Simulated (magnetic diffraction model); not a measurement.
# Solving a magnetic structure from powder neutron data: CeNdZn

Space group P6_3/mmc (no. 194), a = 4.7030 Å, c = 7.7610 Å.

```
site  atom    x    y    z
  2a    Nd    0    0    0
  2d    Ce  2/3  1/3  1/4
  2c    Zn  2/3  1/3  3/4
```

This is a made-up structure (elements placed in a structure type, unrelaxed), so the numbers test the method and describe no known phase.

Only Nd and Ce are taken to order (form factors of Nd3+ and Ce3+); orders and moment sizes are assumed, and not adapted to the symmetry. Radiation: neutrons of λ = 2.36 Å, 8° to 90°; isotropic B of 0.45 Å² (Nd), 0.62 Å² (Ce) and 0.58 Å² (Zn). The intensities are simulated: I ∝ L Σ (|F_N|² + |F_M⊥|²) for unpolarised neutrons, with F_M = 2.695 fm/μB × Σ f(s) S exp(2πi Q·r) exp(−B s²) at Q = H ± k (one set where k and −k are equivalent), only the part normal to Q counting and L = 1/(sin²θ cos θ). For collinear order S is the moment m, which repeats by lattice and centring translations R with the sign exp(−2πi k·R). Form factors are spin-only for 3d ions and dipole or tabulated for f ions, scattering lengths are Sears's of 1992, and absorption is left out. A label names one of the reflections at its angle. The strongest nuclear line in the range is 100, and lines under 0.2 are left out.

Above the ordering temperature:

```
2θ (°)    index      I
 33.68  (1 0 0)    3.6
 35.41  (0 0 2)    1.4
 38.20  (1 0 1)    0.5
 49.67  (1 0 2)  100.0
 60.24  (1 1 0)   71.5
 65.42  (1 0 3)    0.2
 70.82  (2 0 0)    1.1
 71.85  (1 1 2)    2.5
 74.91  (0 0 4)   17.3
 81.75  (2 0 2)   47.2
 84.70  (1 0 4)    1.7
```

Below it (cell unchanged):

```csv
2θ (°),I
16.66,34.1
24.25,12.3
33.68,3.6
35.41,1.4
38.20,0.5
39.37,1.8
45.07,6.4
46.44,13.6
48.70,3.8
49.67,100.0
57.19,2.2
58.58,1.3
60.24,71.5
62.97,1.7
64.06,8.2
65.42,0.2
65.91,1.1
70.82,1.1
71.85,2.5
73.14,2.1
74.37,0.6
74.91,17.3
77.39,3.9
78.31,2.6
81.00,1.4
81.75,47.2
84.70,1.7
87.81,1.1
88.99,0.7
```

**Question.** Check that the new lines index with k = (1/2 1/2 0), then choose among these models:
A. collinear moments along [100], 1.9 μB on Nd and 1.9 μB on Ce; signs + at (0, 0, 0), + at (0, 0, 1/2), + at (2/3, 1/3, 1/4), + at (1/3, 2/3, 3/4)
B. collinear moments along [100], 1.9 μB on Nd and 1.9 μB on Ce; signs + at (0, 0, 0), + at (0, 0, 1/2), − at (2/3, 1/3, 1/4), − at (1/3, 2/3, 3/4)
C. collinear moments along [120], 1.9 μB on Nd and 1.9 μB on Ce; signs + at (0, 0, 0), + at (0, 0, 1/2), − at (2/3, 1/3, 1/4), − at (1/3, 2/3, 3/4)
D. collinear moments along [120], 1.9 μB on Nd and 1.9 μB on Ce; signs + at (0, 0, 0), + at (0, 0, 1/2), + at (2/3, 1/3, 1/4), + at (1/3, 2/3, 3/4)

The new lines index as (1/2 -1/2 0) at 16.66°, (1/2 -1/2 1) at 24.25°, (1/2 -1/2 2) at 39.37° and (3/2 -1/2 0) at 45.07°, that is as H ± k with k = (1/2 1/2 0), one of 3 inequivalent arms of its star (k and −k counted as one), which a powder can't tell apart. Half indices mean that the moments reverse under translations with k·R a half-integer, and the magnetic cell has twice the primitive volume.

Magnetic intensity, observed (below minus above) and for each model:

| 2θ (°) | index | observed | A | B | C | D |
| --- | --- | --- | --- | --- | --- | --- |
| 16.66 | (1/2 -1/2 0) | 34.1 | 11.4 | 1.3 | 3.9 | 34.1 |
| 29.06 | (1/2 1/2 0) | <0.2 | <0.2 | 19.5 | 6.5 | <0.2 |
| 39.37 | (1/2 -1/2 2) | 1.8 | 1.6 | 13.6 | 15.0 | 1.8 |
| 46.44 | (1/2 1/2 2) | 13.6 | 17.6 | <0.2 | <0.2 | 13.6 |
| 51.52 | (3/2 -3/2 0) | <0.2 | <0.2 | 2.0 | 5.9 | <0.2 |
| 58.58 | (3/2 -1/2 2) | 1.3 | 1.2 | 9.2 | 9.8 | 1.3 |
| 64.06 | (3/2 -3/2 2) | 8.2 | 4.9 | <0.2 | <0.2 | 8.2 |
| 74.37 | (3/2 1/2 2) | 0.6 | 0.9 | 6.6 | 4.0 | 0.6 |

Model D matches.

The absence at (1/2 1/2 0) is telling: the sublattices cancel there.

The structure used: k = (1/2 1/2 0), collinear moments along [120], 1.9 μB on Nd and 1.9 μB on Ce; signs + at (0, 0, 0), + at (0, 0, 1/2), + at (2/3, 1/3, 1/4), + at (1/3, 2/3, 3/4).

[Logs are printed without paths, hosts, clocks, repeated set-up lines and the standing remarks that a program may print on its own settings, such as how far it seeks lower states.]
